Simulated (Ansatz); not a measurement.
# Series on liquid K(F,Br), by temperature

How do cells made at different temperatures differ in energy, pressure, forces, levels, charges and cost?

Computed with Ansatz 0.2.0: Kohn-Sham DFT, r2SCAN, PAW (set soft_2). Every run is a single point, with the atoms held where the recipe put them (cutoff of the plane-wave runs 500 eV, gaussian smearing of 0.05 eV).

First member: 94 atoms (47 K, 18 F, 29 Br) placed at random at 2.17 g/cm³, melted at 1800 K for 10 ps at fixed volume with the Lennard-Jones and Coulomb ion parameters for SPC/E (Joung and Cheatham, J. Phys. Chem. B 112, 9020 (2008)), full charges. Snapshot at the end of a hold of 20 ps at 850 K and fixed volume.

Last member: 94 atoms (47 K, 18 F, 29 Br) placed at random at 1.95 g/cm³, melted at 1800 K for 10 ps at fixed volume with the Lennard-Jones and Coulomb ion parameters for SPC/E (Joung and Cheatham, J. Phys. Chem. B 112, 9020 (2008)), full charges. Snapshot at the end of a hold of 20 ps at 1200 K and fixed volume.

The members:

```csv
temperature (K),reduced formula,atoms,valence electrons,k-mesh,basis,density (g/cm³)
850,K47Br29F18,94,752,1×1×1,plane waves,2.17
930,K47Br29F18,94,752,1×1×1,plane waves,2.12
1000,K47Br29F18,94,752,1×1×1,plane waves,2.07
1100,K47Br29F18,94,752,1×1×1,plane waves,2.01
1200,K47Br29F18,94,752,1×1×1,plane waves,1.95
```

Each cell is one sample from a classical run, so sample-to-sample scatter enters every column; pressures lack the kinetic term.

The input of the first member, without its atom lines; other members have their own cell and atoms, and may differ in mesh, basis and outputs:

```yaml
crystal:
  lattice:
    - [15.1089, 0.0, 0.0]
    - [0.0, 15.1089, 0.0]
    - [0.0, 0.0, 15.1089]
  atoms:
    [... 94 lines ...]
kpoints:
  mp_grid: { grid: [1, 1, 1] }
hamiltonian:
  xc: r2scan
scf:
  occupations: { method: gaussian, width: 0.05 }
output:
  forces: true
  stress: true
  populations: intrinsic
  dos:
    method: { smearing: { sigma: 0.15 } }
    de: 0.1
    projected: { site_lists: { Br: [Br], F: [F], K: [K] } }
  eigenvalues: true
  write_density: true
  write_potential: true
  volumetric_format: npy
```

Results; charges are mean intrinsic-atomic-orbital charges in e:

```csv
temperature (K),energy less the first member's (meV/atom),pressure (GPa),r.m.s. force (eV/Å),gap (eV),q(Br),q(K),q(F)
850,0.0,-0.848,0.261,3.95,-0.75,+0.80,-0.89
930,19.2,-0.998,0.281,3.59,-0.75,+0.81,-0.89
1000,28.2,-0.986,0.284,3.81,-0.76,+0.81,-0.89
1100,62.9,-0.932,0.311,3.18,-0.76,+0.81,-0.89
1200,76.7,-1.04,0.314,3.30,-0.77,+0.81,-0.89
```

The gap is that between the highest filled and lowest empty Kohn-Sham level on the run's k-points; tail or defect levels can set it, and semilocal functionals tend to put gaps under measured ones.

Cost on 8 threads of Arm Neoverse V2, shared host:

```csv
temperature (K),atoms,basis,k-mesh,SCF cycles,time,host memory (GiB)
850,94,plane waves,1×1×1,10,83 s,10
930,94,plane waves,1×1×1,10,81 s,10
1000,94,plane waves,1×1×1,10,84 s,10
1100,94,plane waves,1×1×1,10,80 s,10
1200,94,plane waves,1×1×1,10,80 s,11
```

Times include the outputs that each run asked for, on hosts shared with other jobs.

What the series shows: The energy against the first member goes steadily from 0.0 meV/atom at 850 to 76.7 meV/atom at 1200 K; each member is a single configuration. The gap is lowest at 1100 K (3.18 eV) and highest at 850 K (3.95 eV); in single samples it varies with the configuration. The density spans 1.95 to 2.17 g/cm³, so the columns mix its effect with that of the temperature. The pressure lies between -1 and -0.85 GPa, with no steady trend; the recipes set unlike densities, and the bond lengths of the classical model enter the pressure too.

Caveats: The starting topology of bonds comes from the classical model, and needn't be the one that DFT or experiment would give. The ion parameters were fitted for water, not for melts, so the starting structure of this cell may lie well off the real melt's. The coldest member lies under the melting points of the pure salts (KF 1131 K and KBr 1007 K), though mixtures near a eutectic melt much lower; whether it is supercooled wasn't checked. The cells aren't relaxed by DFT, which could reorder their energies.

[Logs are printed without paths, hosts, clocks, repeated set-up lines and the standing remarks that a program may print on its own settings, such as how far it seeks lower states.]

[Hosts, paths, dates, database ids (printed as entryN), source tags and the programs' standing remarks are cut or masked in the printed files.]
